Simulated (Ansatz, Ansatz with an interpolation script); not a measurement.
**Ga2O3 (C2/m): what limits a Wannier interpolation of GW**

How do the Wannier model and the GW settings move the interpolated bands of Ga2O3 (C2/m)?

Main program and level: Ansatz 0.2.0; maximally localised Wannier functions, LDA, plane waves, PAW; PAW set soft_1.

### Step 1. Set-up

Symmetry: C2/m, No. 12, monoclinic system. Conventional cell: a = 12.214 Å, b = 3.037 Å, c = 5.798 Å, α = 90.00°, β = 103.83°, γ = 90.00°. Nearest to Ga lie 4 O at 1.83 to 1.86 Å. Ga has 6 O at 1.94 to 2.07 Å nearest. Nearest to O lie 3 Ga at 1.83 to 1.94 Å. Nearest to O lie 4 Ga at 1.86 to 2.07 Å. Nearest to O lie 3 Ga at 1.83 to 1.94 Å. Farther neighbours and most contacts between anions are not listed.

Coordinates:

```cif
data_structure
_symmetry_space_group_name_H-M 'C2/m'
_symmetry_Int_Tables_number 12
_cell_length_a 12.2140
_cell_length_b 3.0371
_cell_length_c 5.7981
_cell_angle_alpha 90.000
_cell_angle_beta 103.830
_cell_angle_gamma 90.000
_cell_volume 208.85
loop_
_atom_site_label
_atom_site_type_symbol
_atom_site_symmetry_multiplicity
_atom_site_Wyckoff_symbol
_atom_site_fract_x
_atom_site_fract_y
_atom_site_fract_z
_atom_site_occupancy
Ga1 Ga 4 i 0.09050 0.00000 0.79460 1
Ga2 Ga 4 i 0.15866 0.50000 0.31402 1
O1 O 4 i 0.16450 0.00000 0.10980 1
O2 O 4 i 0.17330 0.00000 0.56320 1
O3 O 4 i 0.49590 0.00000 0.25660 1
```

The cell and positions come from the Crystallography Open Database and are kept as given unless a step says otherwise.

### Step 2. Wannier model on 8×8×4

The input, input.yaml:

```yaml
crystal:
  lattice:
    - [6.107, -1.51855, 0.0]
    - [6.107, 1.51855, 0.0]
    - [-1.3859889, 0.0, 5.63000874]
  atoms:
    - { symbol: Ga, position: [0.0905, 0.0905, 0.7946] }
    - { symbol: Ga, position: [0.9095, 0.9095, 0.2054] }
    - { symbol: Ga, position: [0.65866, 0.65866, 0.31402] }
    - { symbol: Ga, position: [0.34134, 0.34134, 0.68598] }
    - { symbol: O, position: [0.1645, 0.1645, 0.1098] }
    - { symbol: O, position: [0.8355, 0.8355, 0.8902] }
    - { symbol: O, position: [0.1733, 0.1733, 0.5632] }
    - { symbol: O, position: [0.8267, 0.8267, 0.4368] }
    - { symbol: O, position: [0.4959, 0.4959, 0.2566] }
    - { symbol: O, position: [0.5041, 0.5041, 0.7434] }
kpoints:
  mp_grid: { grid: [4, 4, 2] }
hamiltonian:
  xc: lda
  pseudopotentials: { kind: paw, azcp: { folder: soft_1 }, xc_functional: pbe }
scf:
  occupations: { method: fixed }
  n_extra_bands: 55
output:
  wannier:
    kmesh: [8, 8, 4]
    projections:
      - { species: Ga, l: s, shell: 4 }
      - { species: Ga, l: p, shell: 4 }
      - { species: O, l: p, shell: 2 }
    minimise: true
    write_hr: true
    seedname: w
    conv_tol: 1.0e-06
    max_iter: 20000
    stability_check: false
    disentanglement:
      window: [0.52, 23.56]
      frozen_window: [0.52, 13.13]
      conv_tol: 1.0e-08
```

Run with:

```console
$ ansatz run input.yaml --threads 3 --pin off --max-ram 92160MiB --backend cuda --events-out ev --progress --plain --runs-dir out --devices 1 --max-vram 13GiB
```

Numbers of over 12 decimals in the logs are rounded to 6 here.

Log:

```text
basis.fft_grid_basis auto: the FFT boxes are laid along the combinations [[1, -1, 0], [0, 1, 0], [0, 0, 1]] of the cell's own vectors, 3.037, 6.293 and 5.798 Å long. The dense box has 24×45×40 points. Along the cell's own vectors, as sized, it would have 45×45×40, 1.88 times as many. Of the 4 symmetry operations that the crystal satisfies within crystal.symmetry.tolerance (time reversal apart; of a slab, those that k [...]
scf.n_extra_bands = 55 over 44 filled bands (N_el = 88.0): the run solves 99 bands
GPUs: using 1 of 1 available (devices: 1).
Engine: ansatz 0.2.0, x86_64-unknown-linux-gnu
Pseudopotentials: kind: paw
Pseudopotential: Ga, paw, valence charge 13, recommended cutoff 420 eV (normal), soft_1/Ga.paw.azcp
Pseudopotential: O, paw, valence charge 6, recommended cutoff 420 eV (normal), soft_1/O.paw.azcp
Functional definition: SPW92
  exchange = slater_x
  correlation = pw_c
device memory: the entry about to start is reckoned to put 3.5 GiB on a device that reports 48.3 GiB free (of which the cap on the GPU budget leaves the run 13.0 GiB)
GPU FFT provider: cuFFT
GPU libraries: cuBLAS 13.8.2, cuFFT 12.4.0, cuSOLVER 12.3.4
Crystal: 10 atoms, lattice volume = 104.423 Å³
Basis set: ecut = 420 eV, 2037 PW (Γ), FFT grids on a1−a2, a2, a3
Bands: 99, of which v1, the nominal top of the filled ones, is band 44 counted from 1 (43 counted from 0)
Symmetry: 4 space group operations
Space group: C2/m (ITA 12), of the structure as read, at distance tolerance 4.7e-5 Å
k-points: 14 of 32
Non-local potential: Ga, projectors of the file, l = 0: 2, l = 1: 2, l = 2: 3, l = 3: 1
Non-local potential: O, projectors of the file, l = 0: 2, l = 1: 2, l = 2: 1
PAW form: soft (Blöchl's): semilocal exchange-correlation on the pseudo side does not see the compensation charge
PAW frozen core: Ga, regenerated for the run's functional, and the local potential with it (the file was generated under x = pbe(κ = 0.804, μ = 0.219515), c = pbe(β = 0.066725))
PAW frozen core: O, regenerated for the run's functional, and the local potential with it (the file was generated under x = pbe(κ = 0.804, μ = 0.219515), c = pbe(β = 0.066725))
PAW one-centre angular grid: Ga, 590 points (default); XC on 64 Gauss nodes
PAW one-centre angular grid: O, 110 points (default); XC on 64 Gauss nodes
Initial density: superposition of atomic densities (chi_scale 0.1, normalization cell, long waves kept (reshape's long-wave potential 0.03 eV rms))
Initial wavefunctions: pseudopotential atomic-orbital guess
GPU buffer pool allocated for 43200 grid points (all kernels)
GPU transforms: local potential and band sums: pruned to the plane-wave sphere, on 24×45×40
Functional: x = slater, c = lda
[...]
SCF iter   4: F=—  HF=-18163.875667 eV  |F-HF|=—  |Δ(HF+E_count)|=   7.01e-2  Δρ=3.75e-3  dr2=1.10e-2  ethr=2.00e-4  ⟨swp⟩=2.1  Hψ=1328  notcnv=0  defer=742
SCF iter   5: F=—  HF=-18163.878303 eV  |F-HF|=—  |Δ(HF+E_count)|=   2.64e-3  Δρ=2.15e-3  dr2=2.82e-3  ethr=1.25e-5  ⟨swp⟩=2.9  Hψ=2097  notcnv=0  defer=742
SCF iter   6: F=—  HF=-18163.879672 eV  |F-HF|=—  |Δ(HF+E_count)|=   1.37e-3  Δρ=8.65e-4  dr2=5.32e-4  ethr=3.20e-6  ⟨swp⟩=3.0  Hψ=1334  notcnv=0  defer=742
SCF iter   7: F=—  HF=-18163.879808 eV  |F-HF|=—  |Δ(HF+E_count)|=   1.36e-4  Δρ=1.80e-4  dr2=3.18e-5  ethr=6.05e-7  ⟨swp⟩=2.0  Hψ=1265  notcnv=0  defer=742
SCF iter   8: F=—  HF=-18163.879891 eV  |F-HF|=—  |Δ(HF+E_count)|=   8.33e-5  Δρ=4.21e-5  dr2=1.77e-6  ethr=3.61e-8  ⟨swp⟩=2.9  Hψ=1378  notcnv=0  defer=689
SCF iter   9: F=—  HF=-18163.879891 eV  |F-HF|=—  |Δ(HF+E_count)|=   4.60e-7  Δρ=3.44e-5  dr2=1.02e-6  ethr=2.01e-9  ⟨swp⟩=2.0  Hψ=1312  notcnv=0  defer=689
SCF iter  10: F=-18163.879891 eV  HF=-18163.879891 eV  |F-HF|=3.19e-9  |Δ(HF+E_count)|=   1.81e-7  Δρ=3.48e-6  dr2=7.67e-9  ethr=1.14e-10  ⟨swp⟩=12.9  Hψ=10519  notcnv=0
SCF 1 converged in 10 iterations: F = -18163.879891 eV  dr2 = 7.67e-9
[...]
device memory: the entry about to start is reckoned to put 4.3 GiB (of the 4.4 GiB reckoned in all, the device holds 0.1 GiB already) on a device that reports 55.9 GiB free (of which the cap on the GPU budget leaves the run 13.0 GiB)
NSCF: frozen V_eff on 14 k-points
[...]
device memory: the entry about to start is reckoned to put 3.5 GiB on a device that reports 56.5 GiB free (of which the cap on the GPU budget leaves the run 13.0 GiB)
NSCF: frozen V_eff on 80 k-points
the Wannier pass solved 80 of the 256 points of its mesh, and has the states at the others by symmetry: states obtained by the crystal's operations at points that were solved too leave a residual of 2.64e-13 eV (read by the count's bands and the next), within 1.67e-5 eV
SCF converged after 10 iterations
Free energy (F): -18163.879891 eV
Harris-Foulkes:  -18163.879891 eV  (|F-HF|=3.19e-9)
Internal energy: -18163.879891 eV  (E = F + TS)
E sigma→0 (E₀):  -18163.879891 eV
Fermi energy:    7.799351 eV
--- Per-component energies (eV) ---
  E_band       = -128.863028
  E_kinetic    = 1458.436043
  E_local      = -6984.059258  (includes V_loc(G=0)·N_el)
  E_nonlocal   = -13.868585
  E_hartree    = 4073.566118
  E_xc         = -668.954576
  E_vxc        = -762.700366  (∫ρ·V_xc dr)
  E_paw        = -8611.725196  (= ΣΔE_a)
  E_vpaw       = -1973.804974  (= ΣTr[D̂ρ^β])
  E_aug_tail   = 0.003696  (compensation charges beyond the density's cutoff)
  E_ewald      = -7424.773588
  E_core_change = 7.495454  (= ΣΔE_core)
  E_smearing   = -0.000000  (= −TS)
  E_closure    = -0.000000  (closes the sum)
  Σ components = -18163.879891   (vs F -18163.879891, Δ=0.00e0)
--- Band table (eV; the first three rows and the last of 14) ---
  k-point 0: bands = [... 40 lower, 7.1371, 7.3205, 7.5129, 7.7838, 10.1338, 13.3619, 14.3482, 14.4200, ... 51 higher]
  k-point 1: bands = [... 40 lower, 7.1343, 7.1667, 7.2931, 7.4994, 12.4936, 12.6107, 14.4007, 14.8514, ... 51 higher]
  k-point 2: bands = [... 40 lower, 6.7333, 7.0498, 7.2712, 7.7601, 12.4522, 13.9540, 14.6110, 15.6281, ... 51 higher]
  k-point 13: bands = [... 40 lower, 7.1496, 7.1868, 7.1986, 7.7994, 12.8983, 13.0136, 13.9472, 14.2105, ... 51 higher]
```

Wall time 20 s (1 × NVIDIA H100 80GB HBM3 (shared by 6 runs) with 3 threads of AMD EPYC 7R13 (Zen 3), shared host); peak memory 1.5 GiB.

Reading the cycles: dr2 is the Hartree energy of the density residual (eV), the measure of convergence; HF is the Harris–Foulkes estimate of the energy, which meets the free energy F at convergence.

The run ended with an error after its SCF cycle had converged; no result of it is taken.

### Step 3. Wannier model on 8×8×4

Localised functions give a small Hamiltonian that interpolates between mesh points at no cost.

input.yaml: that of step 2 with these lines changed.

```diff
@@ -38,4 +38,4 @@
     disentanglement:
-      window: [0.52, 23.56]
-      frozen_window: [0.52, 13.13]
+      window: [0.52, 24.54]
+      frozen_window: [0.52, 14.13]
       conv_tol: 1.0e-08
```

Log:

```text
[...]
GPUs: using 1 of 1 available (devices: 1).
[...]
GPU FFT provider: cuFFT
GPU libraries: cuBLAS 13.8.2, cuFFT 12.4.0, cuSOLVER 12.3.4
Crystal: 10 atoms, lattice volume = 104.423 Å³
Basis set: ecut = 420 eV, 2037 PW (Γ), FFT grids on a1−a2, a2, a3
Bands: 99, of which v1, the nominal top of the filled ones, is band 44 counted from 1 (43 counted from 0)
Symmetry: 4 space group operations
[...]
k-points: 14 of 32
[...]
GPU buffer pool allocated for 43200 grid points (all kernels)
[...]
SCF iter   1: F=—  HF=-18166.237449 eV  |F-HF|=—  |Δ(HF+E_count)|=         —  Δρ=1.15e-1  dr2=6.43e0  ethr=3.10e-3  ⟨swp⟩=4.9  Hψ=4542  notcnv=0  defer=733
[...]
SCF iter  10: F=-18163.879891 eV  HF=-18163.879891 eV  |F-HF|=3.19e-9  |Δ(HF+E_count)|=   1.81e-7  Δρ=3.48e-6  dr2=7.67e-9  ethr=1.14e-10  ⟨swp⟩=12.9  Hψ=10519  notcnv=0
SCF 1 converged in 10 iterations: F = -18163.879891 eV  dr2 = 7.67e-9
[...]
NSCF: frozen V_eff on 14 k-points
[...]
SCF converged after 10 iterations
Free energy (F): -18163.879891 eV
[...]
Internal energy: -18163.879891 eV  (E = F + TS)
E sigma→0 (E₀):  -18163.879891 eV
Fermi energy:    7.799351 eV
[...]
--- Band table (eV; the first three rows and the last of 14) ---
  k-point 0: bands = [... 40 lower, 7.1371, 7.3205, 7.5129, 7.7838, 10.1338, 13.3619, 14.3482, 14.4200, ... 51 higher]
  k-point 1: bands = [... 40 lower, 7.1343, 7.1667, 7.2931, 7.4994, 12.4936, 12.6107, 14.4007, 14.8514, ... 51 higher]
  k-point 2: bands = [... 40 lower, 6.7333, 7.0498, 7.2712, 7.7601, 12.4522, 13.9540, 14.6110, 15.6281, ... 51 higher]
  k-point 13: bands = [... 40 lower, 7.1496, 7.1868, 7.1986, 7.7994, 12.8983, 13.0136, 13.9472, 14.2105, ... 51 higher]
Wannier search: line search 1 of at most 20000: gauge-dependent spread (as the search counts it) 14.1488509 Å², largest recent change 1.9e0 Å² against conv_tol 1.0e-6 Å², 0 stops escaped
[...]
```

Elapsed: 29 s, on 1 × NVIDIA H100 80GB HBM3 (shared by 6 runs) with 3 threads; peak memory 1.5 GiB.

Numbers from this step:

```yaml
gauge_invariant_spread: 38.93 Å²
diagonal_spread: 0.09636 Å²
off_diagonal_spread: 5.668 Å²
total_spread: 44.70 Å²
least_projectability: 0.3174
localisation_steps: 163
disentanglement_steps: 336
r_m_s_interpolation_error: 6.13e-4 eV
r_m_s_error_near_the_gap: 7.24e-4 eV
```

Near the gap the model misses directly solved bands by 0.7 meV r.m.s. and by 13 meV at most in the window tested. This tests the starting bands, not the corrections carried with them.

Frozen up to 6.32 eV; above it the model need not follow the bands. The electronic bands at the labelled points (eV, zero at the valence-band top):

```
     point  band 41  band 42  band 43  band 44  band 45  band 46  band 47  band 48
         Γ    -0.68    -0.49    -0.30    -0.03     2.32     5.55     6.56     6.68
   halfway    -1.10    -0.73    -0.64    -0.05     4.79     6.18     6.92     7.77
         C    -0.88    -0.78    -0.50    -0.13     5.59     6.32     6.86     6.98
jump to C2    -0.88    -0.78    -0.50    -0.13     5.59     6.32     6.86     6.98
   halfway    -0.87    -0.61    -0.48    -0.11     5.25     5.34     6.57     7.21
        Y2    -0.69    -0.69    -0.44    -0.17     4.46     4.72     5.61     6.47
   halfway    -0.71    -0.68    -0.60    -0.09     3.18     5.36     6.09     6.60
         Γ    -0.68    -0.49    -0.30    -0.03     2.32     5.55     6.56     6.68
   halfway    -0.71    -0.63    -0.55    -0.09     3.54     5.52     6.36     6.65
        M2    -0.67    -0.63    -0.62    -0.02     5.08     5.20     6.13     6.44
   halfway    -0.91    -0.85    -0.67    -0.14     6.18     6.26     7.03     7.30
         D    -1.17    -0.92    -0.89    -0.65     6.83     6.93     7.53     7.92
jump to D2    -1.17    -0.92    -0.89    -0.65     6.83     6.93     7.53     7.92
   halfway    -1.13    -0.85    -0.43    -0.42     5.74     5.88     7.77     8.05
         A    -0.68    -0.65    -0.52    -0.32     4.68     4.80     6.61     7.23
   halfway    -0.66    -0.59    -0.49    -0.28     3.25     5.73     6.39     6.80
         Γ    -0.68    -0.49    -0.30    -0.03     2.32     5.55     6.56     6.68
jump to L2    -1.15    -1.08    -0.77    -0.67     6.82     6.84     7.72     7.87
   halfway    -1.06    -0.86    -0.44    -0.31     5.04     6.35     7.23     7.84
         Γ    -0.68    -0.49    -0.30    -0.03     2.32     5.55     6.56     6.68
   halfway    -1.08    -0.77    -0.54    -0.05     4.64     6.14     6.83     7.86
        V2    -0.79    -0.75    -0.48    -0.13     5.46     6.40     7.15     7.37
```

The same for Kohn-Sham, solved directly:

| point | band 41 | band 42 | band 43 | band 44 | band 45 | band 46 | band 47 | band 48 |
| --- | --- | --- | --- | --- | --- | --- | --- | --- |
| Γ | -0.68 | -0.49 | -0.30 | -0.03 | 2.32 | 5.55 | 6.53 | 6.61 |
| C | -0.87 | -0.78 | -0.50 | -0.13 | 5.59 | 6.31 | 6.80 | 6.93 |
| C2 | -0.87 | -0.78 | -0.50 | -0.13 | 5.59 | 6.31 | 6.80 | 6.93 |
| Y2 | -0.69 | -0.69 | -0.44 | -0.17 | 4.46 | 4.72 | 5.61 | 6.44 |
| Γ | -0.68 | -0.49 | -0.30 | -0.03 | 2.32 | 5.55 | 6.53 | 6.61 |
| M2 | -0.67 | -0.63 | -0.62 | -0.02 | 5.08 | 5.20 | 6.13 | 6.40 |
| D | -1.17 | -0.92 | -0.89 | -0.65 | 6.76 | 6.83 | 7.50 | 7.90 |
| D2 | -1.17 | -0.92 | -0.89 | -0.65 | 6.76 | 6.83 | 7.50 | 7.90 |
| A | -0.68 | -0.65 | -0.52 | -0.32 | 4.68 | 4.80 | 6.59 | 7.04 |
| Γ | -0.68 | -0.49 | -0.30 | -0.03 | 2.32 | 5.55 | 6.53 | 6.61 |
| L2 | -1.15 | -1.08 | -0.77 | -0.67 | 6.74 | 6.77 | 7.67 | 7.86 |
| Γ | -0.68 | -0.49 | -0.30 | -0.03 | 2.32 | 5.55 | 6.53 | 6.61 |
| V2 | -0.79 | -0.75 | -0.48 | -0.13 | 5.46 | 6.37 | 7.08 | 7.30 |

### Step 4. Wannier model on 4×4×2

input.yaml: that of step 3 with these lines changed.

```diff
@@ -26,3 +26,3 @@
   wannier:
-    kmesh: [8, 8, 4]
+    kmesh: [4, 4, 2]
     projections:
```

Log:

```text
[...]
GPUs: using 1 of 1 available (devices: 1).
[...]
GPU FFT provider: cuFFT
GPU libraries: cuBLAS 13.8.2, cuFFT 12.4.0, cuSOLVER 12.3.4
Crystal: 10 atoms, lattice volume = 104.423 Å³
Basis set: ecut = 420 eV, 2037 PW (Γ), FFT grids on a1−a2, a2, a3
Bands: 99, of which v1, the nominal top of the filled ones, is band 44 counted from 1 (43 counted from 0)
Symmetry: 4 space group operations
[...]
k-points: 14 of 32
[...]
GPU buffer pool allocated for 43200 grid points (all kernels)
[...]
SCF iter   1: F=—  HF=-18166.237449 eV  |F-HF|=—  |Δ(HF+E_count)|=         —  Δρ=1.15e-1  dr2=6.43e0  ethr=3.10e-3  ⟨swp⟩=4.9  Hψ=4542  notcnv=0  defer=733
[...]
SCF iter  10: F=-18163.879891 eV  HF=-18163.879891 eV  |F-HF|=3.19e-9  |Δ(HF+E_count)|=   1.81e-7  Δρ=3.48e-6  dr2=7.67e-9  ethr=1.14e-10  ⟨swp⟩=12.9  Hψ=10519  notcnv=0
SCF 1 converged in 10 iterations: F = -18163.879891 eV  dr2 = 7.67e-9
[...]
SCF converged after 10 iterations
Free energy (F): -18163.879891 eV
[...]
Internal energy: -18163.879891 eV  (E = F + TS)
E sigma→0 (E₀):  -18163.879891 eV
Fermi energy:    7.799351 eV
[...]
--- Band table (eV; the first three rows and the last of 14) ---
  k-point 0: bands = [... 40 lower, 7.1371, 7.3205, 7.5129, 7.7838, 10.1338, 13.3619, 14.3482, 14.4200, ... 51 higher]
  k-point 1: bands = [... 40 lower, 7.1343, 7.1667, 7.2931, 7.4994, 12.4936, 12.6107, 14.4007, 14.8514, ... 51 higher]
  k-point 2: bands = [... 40 lower, 6.7333, 7.0498, 7.2712, 7.7601, 12.4522, 13.9540, 14.6110, 15.6281, ... 51 higher]
  k-point 13: bands = [... 40 lower, 7.1496, 7.1868, 7.1986, 7.7994, 12.8983, 13.0136, 13.9472, 14.2105, ... 51 higher]
[...]
```

Wall time 27 s (1 × NVIDIA H100 80GB HBM3 (shared by 6 runs) with 3 threads); peak memory 1 GiB; 35 s of CPU time.

Numbers from this step:

- gauge-invariant spread: 34.69 Å²
- diagonal spread: 0.07568 Å²
- off-diagonal spread: 3.823 Å²
- total spread: 38.59 Å²
- least projectability: 0.3166
- localisation steps: 1163
- disentanglement steps: 120
- r.m.s. interpolation error: 0.01482 eV
- r.m.s. error near the gap: 0.01952 eV

Near the gap the model misses directly solved bands by 19.5 meV r.m.s. and by 232 meV at most in the window tested. This tests the starting bands, not the corrections carried with them.

Frozen up to 6.32 eV; above it the model need not follow the bands. The electronic bands at the labelled points (eV, zero at the valence-band top; v1 is the highest filled band, c1 the lowest empty one):

| point | v4 | v3 | v2 | v1 | c1 | c2 | c3 | c4 |
| --- | --- | --- | --- | --- | --- | --- | --- | --- |
| Γ | -0.68 | -0.49 | -0.30 | -0.03 | 2.32 | 5.55 | 6.54 | 6.72 |
| halfway | -1.09 | -0.73 | -0.64 | -0.05 | 4.83 | 6.19 | 6.92 | 7.78 |
| C | -0.88 | -0.78 | -0.50 | -0.13 | 5.60 | 6.38 | 6.91 | 7.08 |
| jump to C2 | -0.88 | -0.78 | -0.50 | -0.13 | 5.60 | 6.38 | 6.91 | 7.08 |
| halfway | -0.87 | -0.62 | -0.48 | -0.11 | 5.23 | 5.32 | 6.58 | 7.24 |
| Y2 | -0.69 | -0.69 | -0.44 | -0.17 | 4.46 | 4.72 | 5.61 | 6.49 |
| halfway | -0.71 | -0.68 | -0.60 | -0.09 | 3.18 | 5.36 | 6.09 | 6.62 |
| Γ | -0.68 | -0.49 | -0.30 | -0.03 | 2.32 | 5.55 | 6.54 | 6.72 |
| halfway | -0.70 | -0.64 | -0.54 | -0.08 | 3.55 | 5.53 | 6.42 | 6.66 |
| M2 | -0.67 | -0.63 | -0.62 | -0.02 | 5.08 | 5.20 | 6.13 | 6.51 |
| halfway | -0.91 | -0.85 | -0.67 | -0.14 | 6.17 | 6.26 | 7.03 | 7.31 |
| D | -1.17 | -0.91 | -0.89 | -0.65 | 6.93 | 7.01 | 7.55 | 7.95 |
| jump to D2 | -1.17 | -0.91 | -0.89 | -0.65 | 6.93 | 7.01 | 7.55 | 7.95 |
| halfway | -1.13 | -0.85 | -0.43 | -0.42 | 5.75 | 5.89 | 7.78 | 8.06 |
| A | -0.68 | -0.65 | -0.52 | -0.32 | 4.68 | 4.80 | 6.61 | 7.36 |
| halfway | -0.66 | -0.59 | -0.49 | -0.29 | 3.24 | 5.77 | 6.46 | 6.78 |
| Γ | -0.68 | -0.49 | -0.30 | -0.03 | 2.32 | 5.55 | 6.54 | 6.72 |
| jump to L2 | -1.15 | -1.08 | -0.77 | -0.67 | 6.93 | 6.94 | 7.74 | 7.88 |
| halfway | -1.05 | -0.84 | -0.46 | -0.29 | 5.03 | 6.38 | 7.24 | 7.83 |
| Γ | -0.68 | -0.49 | -0.30 | -0.03 | 2.32 | 5.55 | 6.54 | 6.72 |
| halfway | -1.08 | -0.77 | -0.54 | -0.05 | 4.64 | 6.14 | 6.83 | 7.88 |
| V2 | -0.79 | -0.75 | -0.48 | -0.13 | 5.46 | 6.43 | 7.24 | 7.37 |

The same for Kohn-Sham, solved directly:

```
point     v4     v3     v2     v1    c1    c2    c3    c4
    Γ  -0.68  -0.49  -0.30  -0.03  2.32  5.55  6.53  6.61
    C  -0.87  -0.78  -0.50  -0.13  5.59  6.31  6.80  6.93
   C2  -0.87  -0.78  -0.50  -0.13  5.59  6.31  6.80  6.93
   Y2  -0.69  -0.69  -0.44  -0.17  4.46  4.72  5.61  6.44
    Γ  -0.68  -0.49  -0.30  -0.03  2.32  5.55  6.53  6.61
   M2  -0.67  -0.63  -0.62  -0.02  5.08  5.20  6.13  6.40
    D  -1.17  -0.92  -0.89  -0.65  6.76  6.83  7.50  7.90
   D2  -1.17  -0.92  -0.89  -0.65  6.76  6.83  7.50  7.90
    A  -0.68  -0.65  -0.52  -0.32  4.68  4.80  6.59  7.04
    Γ  -0.68  -0.49  -0.30  -0.03  2.32  5.55  6.53  6.61
   L2  -1.15  -1.08  -0.77  -0.67  6.74  6.77  7.67  7.86
    Γ  -0.68  -0.49  -0.30  -0.03  2.32  5.55  6.53  6.61
   V2  -0.79  -0.75  -0.48  -0.13  5.46  6.37  7.08  7.30
```

(Continued in part 2 of 2.)

[Paths, hosts, dates, memory and timing lines, banners, echoed tables and standing remarks are left out of the program output.]

[Logs are printed without paths, hosts, clocks, repeated set-up lines and the standing remarks that a program may print on its own settings, such as how far it seeks lower states.]

[Runs of the session that timed out or met a known fault of the program may be left out.]

[Hosts, paths, dates, database ids (printed as entryN), source tags and the programs' standing remarks are cut or masked in the printed files.]
